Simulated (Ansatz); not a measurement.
# Lattice dynamics of LuAlH6 (built on the sites of a database entry of LaAlH6), part 2 of 3

How does LuAlH6 (built on the sites of a database entry of LaAlH6) vibrate, and is this structure a minimum?

Ansatz 0.2.0; DFT LDA, scalar-relativistic, plane waves, PAW.

So far. Step 5 (A first phonon run): The highest optical mode at Γ without the field comes at 1725.9 cm⁻¹, but the log warns of the mesh: “the force constants stand on the 6×6×6 k-mesh, whose period is 10.67 times the interband length at k = (0.0000, -0.5000, -0.5000), direct gap 2.716 eV, under 14: take them and everything formed from them as unconverged”. The relaxed cell has a = 6.016, c = 5.792 Å (conventional setting).

The structure was built from a prototype and need not be the compound's stable phase.

### 7. Modes at Γ

The zone centre comes first: it holds the modes that light can see, as far as symmetry allows. The response to a homogeneous field gives the Born charges and the dielectric tensor.

File input.yaml:

```yaml
crystal:
  lattice:
    - [3.00800554, 1.7366744453, 1.9308137807]
    - [-3.00800554, 1.7366744453, 1.9308137807]
    - [0.0, -3.4733439794, 1.9308181981]
  atoms:
    - { symbol: Lu, position: [0.5, 0.5, 0.5] }
    - { symbol: Al, position: [0.0, 0.0, 0.0] }
    - { symbol: H, position: [0.9403584881, 0.3155379827, 0.3155379827] }
    - { symbol: H, position: [0.3155379827, 0.9403584881, 0.3155379827] }
    - { symbol: H, position: [0.3155379827, 0.3155379827, 0.9403584881] }
    - { symbol: H, position: [0.0596415119, 0.6844620173, 0.6844620173] }
    - { symbol: H, position: [0.6844620173, 0.0596415119, 0.6844620173] }
    - { symbol: H, position: [0.6844620173, 0.6844620173, 0.0596415119] }
kpoints:
  mp_grid: { grid: [9, 9, 9] }
hamiltonian:
  xc: lda
scf:
  occupations: { method: fixed }
output:
  eigenvalues: true
phonons:
  method: dfpt
  dielectric: true
  rigid_motions: translations
```

Run with:

```bash
ansatz run input.yaml --threads 4 --pin off --max-ram 14336MiB --backend cpu --events-out ev --progress --plain --runs-dir out
```

Numbers of over 12 decimals in the logs are rounded to 6 here.

Log:

```text
[...]
Crystal: 8 atoms, lattice volume = 60.519 Å³
Basis set: ecut = 420 eV, 1171 PW (Γ), exchange–correlation on 54×54×54 points (8 copies of the dense FFT grid, shifted against one another)
Bands: 25, of which v1, the nominal top of the filled ones, is band 17 counted from 1 (16 counted from 0)
Symmetry: 12 space group operations
k-points: 365 of 729 (irreducible under 1 space group operation, time reversal used)
[...]
SCF iter   1: F=—  HF=-15101.854122 eV  |F-HF|=—  |Δ(HF+E_count)|=         —  Δρ=1.02e-2  dr2=4.40e-2  ethr=1.77e-3  ⟨swp⟩=5.1  Hψ=41397  notcnv=0  defer=1560
[...]
SCF iter  10: F=-15101.836528 eV  HF=-15101.836528 eV  |F-HF|=3.64e-12  |Δ(HF+E_count)|=  3.27e-11  Δρ=1.69e-7  dr2=8.46e-12  ethr=1.00e-12  ⟨swp⟩=15.3  Hψ=81149  notcnv=0
SCF 1 converged in 10 iterations: F = -15101.836528 eV  dr2 = 8.46e-12
[...]
Bands: 18, of which v1, the nominal top of the filled ones, is band 17 counted from 1 (16 counted from 0)
k-points: 110 of 1000
[...]
Eigensolver: Dense (110 Hₖ)
SCF iter   1: F=—  HF=-15101.833676 eV  |F-HF|=—  |Δ(HF+E_count)|=         —  Δρ=2.33e-4  dr2=6.48e-6  ethr=1.00e-1
[...]
SCF iter   4: F=-15101.833679 eV  HF=-15101.833679 eV  |F-HF|=5.57e-10  |Δ(HF+E_count)|=   1.06e-7  Δρ=6.59e-6  dr2=9.95e-9  ethr=1.75e-9
SCF 1 converged in 4 iterations: F = -15101.833679 eV  dr2 = 9.95e-9
[...]
SCF converged after 10 iterations
Free energy (F): -15101.836528 eV
[...]
Internal energy: -15101.836528 eV  (E = F + TS)
E sigma→0 (E₀):  -15101.836528 eV
Fermi energy:    8.088111 eV
[...]
--- Band table (eV; the first three rows and the last of 365) ---
  k-point 0: bands = [... 13 lower, 4.5836, 5.8935, 6.4585, 6.4585, 9.7631, 11.6105, 11.6105, 13.3427, ... 4 higher]
  k-point 1: bands = [... 13 lower, 4.5293, 5.8682, 6.4024, 6.6205, 10.1282, 11.5259, 11.8602, 13.5459, ... 4 higher]
  k-point 2: bands = [... 13 lower, 4.4111, 5.6124, 6.6620, 7.0448, 10.7491, 11.3362, 12.6401, 13.9220, ... 4 higher]
  k-point 364: bands = [... 13 lower, 4.3194, 4.8291, 6.9237, 7.6646, 11.3934, 11.5974, 12.7711, 13.7079, ... 4 higher]
[...]
ASR residual: 2.802e-4 → 0.000e0 eV/Å²; symmetrization residual: 2.372e-4 eV/Å²
[...]
ε∞ (high-frequency dielectric tensor):
        8.530359     0.000000    -0.000000
        0.000000     8.530359    -0.000000
       -0.000000    -0.000000     8.206783
[...]
Born effective charges Z* (e; rows j = field, columns β = displacement):
    site 0:
         4.35299   -0.00000    0.00000
         0.00000    4.35299   -0.00000
         0.00000   -0.00000    3.87946
    site 1:
         2.20321   -0.00000    0.00000
        -0.00000    2.20321    0.00000
         0.00000    0.00000    2.73145
    site 2:
        -1.33639   -0.42209   -0.15039
        -0.42209   -0.84900   -0.08683
        -0.18532   -0.10700   -1.10182
    site 3:
        -1.33639    0.42209    0.15039
         0.42209   -0.84900   -0.08683
         0.18532   -0.10700   -1.10182
    site 4:
        -0.60531    0.00000    0.00000
        -0.00000   -1.58009    0.17366
         0.00000    0.21400   -1.10182
    site 5:
        -1.33639   -0.42209   -0.15039
        -0.42209   -0.84900   -0.08683
        -0.18532   -0.10700   -1.10182
    site 6:
        -1.33639    0.42209    0.15039
         0.42209   -0.84900   -0.08683
         0.18532   -0.10700   -1.10182
    site 7:
        -0.60531    0.00000   -0.00000
        -0.00000   -1.58009    0.17366
         0.00000    0.21400   -1.10182
  Z* charge neutrality: 4.125e-3 e pre-enforcement
[...]
optical modes at Γ without the LO–TO term, one row a degenerate level:
      ω (cm⁻¹)  modes    IR ((D/Å)²/amu)
       -295.45      1             0.0000
        162.97      2            14.7417
        277.92      1            14.9887
        592.43      2           194.7875
        777.45      1             0.0000
        782.78      1           157.6864
        812.83      2             0.0000
        874.64      2            38.5643
       1000.65      2             0.0000
       1132.67      1             0.0000
       1455.57      2           162.5219
       1578.85      1             8.6919
       1596.25      2             0.0000
[...]
optical modes at Γ + LO–TO along q̂ = [1.0000, 0.0000, 0.0000]:
      ω (cm⁻¹)  modes    IR ((D/Å)²/amu)
[...]
optical modes at Γ + LO–TO along q̂ = [0.0000, 1.0000, 0.0000]:
      ω (cm⁻¹)  modes    IR ((D/Å)²/amu)
[...]
optical modes at Γ + LO–TO along q̂ = [0.0000, 0.0000, 1.0000]:
      ω (cm⁻¹)  modes    IR ((D/Å)²/amu)
[...]
592.43      2           194.7875
        777.45      1             0.0000
        812.83      2             0.0000
        874.64      2            38.5643
       1000.65      2             0.0000
       1132.67      1             0.0000
       1142.13      1           156.8695
       1455.57      1            81.2609
       1455.57      1            81.2609
       1596.25      2             0.0000
       1597.65      1            21.8606
       1725.38      1             0.0000
```

Elapsed: 75 s, on 4 threads of Intel Xeon 6975P-C (Granite Rapids), shared host; peak memory 2.2 GiB.

The column dr2 measures how far the density is from self-consistency, as an energy; F and HF (Harris–Foulkes) agree once it is small.

Numbers from this step:

- sum-rule residual before enforcement: 2.80e-4 eV/Å²
- miss of the charge sum rule: 0.004125 e
- estimated error of the dielectric tensor: 0.02434
- estimated error of the Born charges: 0.02943 e
- highest optical mode at the zone centre (no LO-TO term): 1725 cm⁻¹
- lowest optical zone-centre mode: -295.4 cm⁻¹
- mean high-frequency dielectric constant: 8.423
- largest Born charge (third of the trace): 4.195 e
- top of the zone-centre spectrum with the field: 1725 cm⁻¹

Without the LO-TO term. Patterns of degenerate modes are one choice out of their space. The modes at Γ (shares of kinetic energy by element, %) (negative means imaginary):

```csv
mode,frequency (cm⁻¹),symmetry,Lu %,Al %,H %
1,-295.4,A2g,0,0,100
2,0.0,acoustic,84,13,3
3,0.0,acoustic,84,13,3
4,0.0,acoustic,84,13,3
5,163.0,Eu,16,75,9
6,163.0,Eu,16,75,9
7,277.9,A2u,16,67,17
8,592.4,Eu,0,9,91
9,592.4,Eu,0,9,91
10,777.5,A1u,0,0,100
11,782.8,A2u,0,18,82
12,812.8,Eg,0,0,100
13,812.8,Eg,0,0,100
14,874.6,Eu,0,0,100
15,874.6,Eu,0,0,100
16,1000.6,Eg,0,0,100
17,1000.6,Eg,0,0,100
18,1132.7,A1g,0,0,100
19,1455.6,Eu,0,3,97
20,1455.6,Eu,0,3,97
21,1578.8,A2u,0,2,98
22,1596.2,Eg,0,0,100
23,1596.2,Eg,0,0,100
24,1725.4,A1g,0,0,100
```

Displacements in mode 1 (-295.4 cm⁻¹), the largest set to 1:
```
Lu1  0.00  0.00  0.00
Al2  0.00  0.00  0.00
H3  -0.50  0.87  0.00
H4  -0.50 -0.87  0.00
H5   1.00  0.00  0.00
H6   0.50 -0.87  0.00
H7   0.50  0.87  0.00
H8  -1.00  0.00  0.00
```

Displacements in mode 10 (777.5 cm⁻¹), the largest set to 1:
```
Lu1  0.00  0.00  0.00
Al2  0.00  0.00  0.00
H3  -0.50  0.87  0.00
H4  -0.50 -0.87  0.00
H5   1.00  0.00  0.00
H6  -0.50  0.87  0.00
H7  -0.50 -0.87  0.00
H8   1.00  0.00  0.00
```

Optical modes at the zone centre, without and with the macroscopic field of the longitudinal modes; each column is sorted by frequency, so a row need not hold one and the same mode. Modes with and without the field, by row:

```csv
rank among optical modes,no field (cm⁻¹),"q along (1, 0, 0) (cm⁻¹)","q along (0, 0, 1) (cm⁻¹)"
1,-295.4,-295.4,-295.4
2,163,163,163
3,163,196.1,163
4,277.9,277.9,323.5
5,592.4,592.4,592.4
6,592.4,772.3,592.4
7,777.5,777.5,777.5
8,782.8,782.8,812.8
9,812.8,812.8,812.8
10,812.8,812.8,874.6
11,874.6,874.6,874.6
12,874.6,956.5,1001
13,1001,1001,1001
14,1001,1001,1133
15,1133,1133,1142
16,1456,1456,1456
17,1456,1579,1456
18,1579,1596,1596
19,1596,1596,1596
20,1596,1600,1598
21,1725,1725,1725
```

Born charge (rows field, columns displacement) (e), principal values of the symmetric part by kind of site:

```csv
atom,atoms with these values,low,middle,high,mean
Lu1,1,3.88,4.35,4.35,4.20
Al2,1,2.20,2.20,2.73,2.38
H3,6,-1.65,-1.03,-0.61,-1.10
```

In full for Al2:

```
2.20 0.00 0.00
0.00 2.20 0.00
0.00 0.00 2.73
```

High-frequency dielectric tensor:

```
8.53 0.00 0.00
0.00 8.53 0.00
0.00 0.00 8.21
```

Transverse modes; imaginary modes are left out. Infrared lines, with heights relative to the strongest:

```csv
position (cm⁻¹),label,relative intensity
163,Eu,7.6
278,A2u,7.7
592,Eu,100
778,A1u,0.0
783,A2u,81
813,Eg,0.0
875,Eu,20
1001,Eg,0.0
1133,A1g,0.0
1456,Eu,83
1579,A2u,4.5
1596,Eg,0.0
1725,A1g,0.0
```

Before it was imposed, the acoustic sum rule was missed by 2.8e-4 eV/Å² and the charge sum rule by 0.0041 e. Small misses are needed for a sound result but don't prove that mesh and cutoff are converged. Against the first mesh the highest mode moved by -0.5 cm⁻¹. The lowest optical mode is imaginary, 295.4i cm⁻¹, so the energy falls along it.

The log warns of the k mesh: “the force constants stand on the 9×9×9 k-mesh, whose period is 13.66 times the interband length at k = (0.0000, 0.4444, -0.4444), direct gap 2.531 eV, under 14: take them and everything formed from them as unconverged”.

### 8. Response at finite wavevector

Stability and thermal properties need the whole zone. Linear response on a 3×3×3 q mesh gives force constants as far as a supercell of that size would, and the tensors from the zone-centre run are typed in so that the long-range dipole term is interpolated apart.

input.yaml, the sections that differ from step 7:

```yaml
phonons:
  method: dfpt
  qmesh: [3, 3, 3]
  temperatures: { t_max: 1000, t_step: 50 }
  qpath:
    path:
      - [[0.0, 0.0, 0.0], [0.5, 0.0, 0.0], [0.5, -0.5, 0.5], [0.37267946, -0.62732054, 0.37267946]]
      - [[0.37267946, 0.37267946, 0.37267946], [0.0, 0.0, 0.0], [0.5, -0.5, 0.0]]
    npoints: 10
  non_analytic_term:
    high_frequency_dielectric_tensor: [[8.5304, 0.0, 0.0], [0.0, 8.5304, 0.0], [0.0, 0.0, 8.2068]]
    born_effective_charges:
      - { species: Lu, tensor: [[4.353, 0.0, 0.0], [0.0, 4.353, 0.0], [0.0, 0.0, 3.8795]] }
      - { species: Al, tensor: [[2.2032, 0.0, 0.0], [0.0, 2.2032, 0.0], [0.0, 0.0, 2.7314]] }
      - { species: H, tensor: [[-1.3364, -0.4221, -0.1504], [-0.4221, -0.849, -0.0868], [-0.1853, -0.107, -1.1018]] }
      - { species: H, tensor: [[-1.3364, 0.4221, 0.1504], [0.4221, -0.849, -0.0868], [0.1853, -0.107, -1.1018]] }
      - { species: H, tensor: [[-0.6053, 0.0, 0.0], [0.0, -1.5801, 0.1737], [0.0, 0.214, -1.1018]] }
      - { species: H, tensor: [[-1.3364, -0.4221, -0.1504], [-0.4221, -0.849, -0.0868], [-0.1853, -0.107, -1.1018]] }
      - { species: H, tensor: [[-1.3364, 0.4221, 0.1504], [0.4221, -0.849, -0.0868], [0.1853, -0.107, -1.1018]] }
      - { species: H, tensor: [[-0.6053, 0.0, 0.0], [0.0, -1.5801, 0.1737], [0.0, 0.214, -1.1018]] }
    source: "zone-centre run at this cell"
# crystal, kpoints, hamiltonian, scf, output: as in step 7
```

Log:

```text
Warning: phonons: the dynamical matrix that this run interpolates holds no multipole term above the dipole-dipole one, and a site of this crystal is no centre of inversion, so its interpolated transverse optical and acoustic branches and sound speeds can stay off near Gamma, and the density of states and the thermodynamics with them. What a run solves at a wave vector of phonons.qpoints, Gamma apart, where the deck admits one, is free of this, and under fd what a larger phonons.supercell samples
[...]
Crystal: 8 atoms, lattice volume = 60.519 Å³
Basis set: ecut = 420 eV, 1171 PW (Γ), exchange–correlation on 54×54×54 points (8 copies of the dense FFT grid, shifted against one another)
Bands: 25, of which v1, the nominal top of the filled ones, is band 17 counted from 1 (16 counted from 0)
Symmetry: 12 space group operations
k-points: 85 of 729
[...]
SCF iter   1: F=—  HF=-15101.854124 eV  |F-HF|=—  |Δ(HF+E_count)|=         —  Δρ=1.02e-2  dr2=4.40e-2  ethr=1.77e-3  ⟨swp⟩=5.1  Hψ=9601  notcnv=0  defer=375
[...]
SCF iter  11: F=-15101.836528 eV  HF=-15101.836528 eV  |F-HF|=3.64e-12  |Δ(HF+E_count)|=  1.82e-12  Δρ=2.35e-8  dr2=2.86e-13  ethr=1.00e-12  ⟨swp⟩=6.9  Hψ=10735  notcnv=0
SCF 1 converged in 11 iterations: F = -15101.836528 eV  dr2 = 2.86e-13
[...]
DFPT response loops at q = (0, 0, 0) (fractional): preconditioner auto → none (the input reference at scf.mixing.eps_inf says where Resta's filter doesn't serve); β = 0.50; Broyden in place of MSR1
[...]
SCF converged after 11 iterations
Free energy (F): -15101.836528 eV
[...]
Internal energy: -15101.836528 eV  (E = F + TS)
E sigma→0 (E₀):  -15101.836528 eV
Fermi energy:    8.088111 eV
[...]
--- Band table (eV; the first three rows and the last of 85) ---
  k-point 0: bands = [... 13 lower, 4.5836, 5.8935, 6.4585, 6.4585, 9.7631, 11.6105, 11.6105, 13.3427, ... 4 higher]
  k-point 1: bands = [... 13 lower, 4.5293, 5.8682, 6.4024, 6.6205, 10.1282, 11.5259, 11.8602, 13.5459, ... 4 higher]
  k-point 2: bands = [... 13 lower, 4.4111, 5.6124, 6.6620, 7.0448, 10.7491, 11.3362, 12.6401, 13.9220, ... 4 higher]
  k-point 84: bands = [... 13 lower, 4.0973, 4.2655, 4.6464, 4.8909, 11.1164, 11.8181, 13.2226, 13.2467, ... 4 higher]
--- Phonons (Γ-DFPT): 6 representative perturbations + reference (Σ response iterations 22) ---
  ASR residual: 3.027e-5 → 0.000e0 eV/Å²; symmetrization residual: 5.947e-6 eV/Å²
[...]
--- Phonons (arbitrary-q DFPT): 6 irreducible q on the 3×3×3 mesh ---
  q = [0.0000, 0.0000, 0.0000] (star 1, of the zone-centre solve; hermiticity 2.84e-7, symmetrization 1.42e-7): -295.45 -0.00 0.00 0.00 162.97 162.97 277.92 592.43 592.43 777.45 782.78 812.83 812.83 874.64 874.64 1000.65 1000.65 1132.67 1455.57 1455.57 1578.85 1596.25 1596.25 1725.38
  q = [0.0000, 0.0000, 0.3333] (star 6, 12 solved perturbations in 5832 linear systems a pass and spin channel, the states on 729 of 729 k-point pairs; hermiticity 1.77e-8, symmetrization 3.28e-12): 59.47 72.98 118.94 185.54 226.92 276.29 335.54 604.98 628.78 653.93 728.68 806.36 879.89 904.85 975.19 1034.32 1047.71 1102.02 1425.95 1501.27 1561.60 1608.82 1670.04 1707.76
  q = [0.0000, 0.3333, 0.3333] (star 6, 9 solved perturbations on 729 of 729 k-point pairs: no pair is spared here; hermiticity 2.41e-7, symmetrization 9.02e-8): 77.42 82.03 121.99 215.22 245.43 344.62 393.44 601.05 650.16 681.86 706.64 804.29 876.47 900.83 983.09 986.85 1024.33 1119.00 1453.04 1471.46 1573.92 1585.49 1666.37 1709.77
[...]
sum rule: each row above includes the acoustic sum rule's correction from the zone centre's row sums; it moved no ω² by more than (0.98 cm⁻¹)²
  mesh force constants: q→R imaginary residual 1.41e-16; ASR residual 3.027e-5 → 0.000e0 eV/Å²; symmetrization residual 4.441e-15 eV/Å²
  interpolated dispersion: 53 rows × 24 modes
  density of states and harmonic sums: on the 18×18×18 q-mesh, interpolated from the force constants of a 3×3×3 supercell (with the dipole–dipole term of supplied tensors)
  largest difference from the sums on the solved wave vectors: F 2.49e-2 eV, S 3.25e-5 and C_V 9.38e-6 eV/K
  zero-point energy: 1.253334 eV/cell   skipped modes (ω ≤ 0): 49, of them read as no rigid motion or as one in doubt: 46 (6.396e-2 modes/cell left out, lowest -295.45 cm⁻¹)   left out of the sums: 2.69e-3 of the cell's modes: C_V's classical limit lies that fraction below 3 k_B per atom; for a crystal, a wire or a layer, F and S can be off by more, and a phonons.interpolated_qmesh denser along its periods is the remedy for the sampling
```

It took 8.7 min on 4 threads; peak memory 2.6 GiB; 34 min of CPU time.

This step gave:

```yaml
sum_rule_residual_before_enforcement: 3.03e-5 eV/Å²
lowest_frequency_on_the_path: -295.4 cm⁻¹
highest_frequency_on_the_path_or_at_a_solved_wavevector: 1725 cm⁻¹
lowest_mode_on_the_q_mesh_acoustic_modes_at_gamma_apart: -295.4 cm⁻¹
```

Frequencies (cm⁻¹) solved at each irreducible wavevector; negative means imaginary. Frequencies by wavevector, by row:

```csv
q in reciprocal lattice units,star,mode 1,mode 2,mode 3,mode 4,mode 22,mode 23,mode 24
0 0 0,1,-295.4,0,0,0,1596,1596,1725
0 0 0.3333,6,59.5,73,118.9,185.5,1609,1670,1708
0 0.3333 0.3333,6,77.4,82,122,215.2,1586,1666,1710
0 0.3333 -0.3333,6,73.2,75,96.5,175.7,1611,1657,1711
0.3333 0.3333 0.3333,2,91.2,96.6,96.6,231.6,1589,1676,1697
0.3333 0.3333 -0.3333,6,94.4,97.9,118.8,221.9,1595,1639,1718
```

Interpolated from a 3×3×3 q mesh, with the LO-TO term (at Γ the limit along the path; where Γ stands inside the path, tables give the limit on arrival). The phonon branches at the labelled points (cm⁻¹):

```csv
point,branch 1,branch 2,branch 3,branch 4,branch 21,branch 22,branch 23,branch 24
Γ,-295,0,0,0,1596,1596,1598,1725
halfway,29,63,85,99,1556,1605,1656,1715
L,65,80,134,210,1568,1612,1686,1696
halfway,90,92,130,218,1568,1595,1643,1717
T,113,113,130,238,1548,1548,1649,1721
halfway,110,110,117,233,1562,1562,1655,1716
P0,95,103,103,229,1580,1580,1670,1703
jump to P2,95,103,103,229,1580,1580,1670,1703
halfway,67,67,114,127,1608,1608,1648,1710
Γ,-295,0,0,0,1596,1596,1598,1725
halfway,54,69,93,167,1574,1624,1655,1714
F,76,93,94,182,1573,1584,1652,1709
```

The phonon density of states has structure finer than the step of the table below, so its rows give means over 100 cm⁻¹, whole bins alone (the curve runs from -290 to 1730 cm⁻¹). Peaks (cm⁻¹: height): 90.0: 0.0560, 330.0: 0.0325, 890.0: 0.0343, 990.0: 0.0358, 1450.0: 0.0302, 1590.0: 0.0404, 1710.0: 0.0457.

Tetrahedra on a 18×18×18 mesh, mean over bins of 20 cm-1. Interpolated from a 3×3×3 q mesh. Phonon density of states against wavenumber; means over each step:

```csv
wavenumber (cm⁻¹),phonon density of states (1/cm⁻¹/cell)
-200,2.5e-4
-100,2.3e-4
0,0.00157
100,0.0290
200,0.0176
300,0.0125
400,0.00516
500,0.00503
600,0.0181
700,0.0145
800,0.0150
900,0.0258
1000,0.0248
1100,0.0102
1200,2.1e-4
1300,0
1400,0.00597
1500,0.0146
1600,0.0223
```

The partial phonon density of states has structure finer than the step of the table below, so its rows give means over 100 cm⁻¹, whole bins alone (the curve runs from -305 to 1787 cm⁻¹). Peaks (cm⁻¹: height): Al 234.2: 0.0244, 339.4: 0.0175; H 602.7: 0.0209, 892.2: 0.0324, 984.3: 0.0315, 1471.3: 0.0270, 1589.7: 0.0345, 1655.5: 0.0197, 1708.2: 0.0253; Lu 89.4: 0.0445.

Phonopy on the run's constants, 15x15x15 mesh, Gaussian sigma 14.9 cm-1. Interpolated from a 3×3×3 q mesh. The partial phonon density of states by wavenumber; means over each step; values in 1/cm⁻¹/cell:

```csv
wavenumber (cm⁻¹),Al,H,Lu
-200,7.0e-6,2.6e-4,0
-100,1.6e-5,2.3e-4,2.6e-6
0,1.3e-4,5.4e-5,0.00196
100,0.00117,4.6e-4,0.0265
200,0.0151,0.00156,8.8e-4
300,0.00945,0.00235,5.4e-4
400,0.00188,0.00372,9.1e-5
500,5.4e-5,0.00522,1.1e-5
600,3.9e-4,0.0173,2.1e-5
700,1.7e-4,0.0143,1.0e-5
800,2.7e-4,0.0149,8.7e-6
900,3.0e-4,0.0257,1.0e-5
1000,2.0e-4,0.0240,4.1e-6
1100,1.7e-4,0.00998,0
1200,1.1e-5,5.7e-4,0
1300,0,0,0
1400,3.7e-5,0.00625,0
1500,1.9e-4,0.0147,0
1600,3.3e-4,0.0217,0
1700,1.4e-4,0.0165,0
```

Symmetry leaves 6 wavevectors to solve. The lowest mode among them, the acoustic zeros apart, lies at Γ and is imaginary, 295.4i cm⁻¹, so the energy falls along it.

(Part 2 of 3 ends here.)

[Logs are printed without paths, hosts, clocks, repeated set-up lines and the standing remarks that a program may print on its own settings, such as how far it seeks lower states.]

[Hosts, paths, dates, database ids (printed as entryN), source tags and the programs' standing remarks are cut or masked in the printed files.]
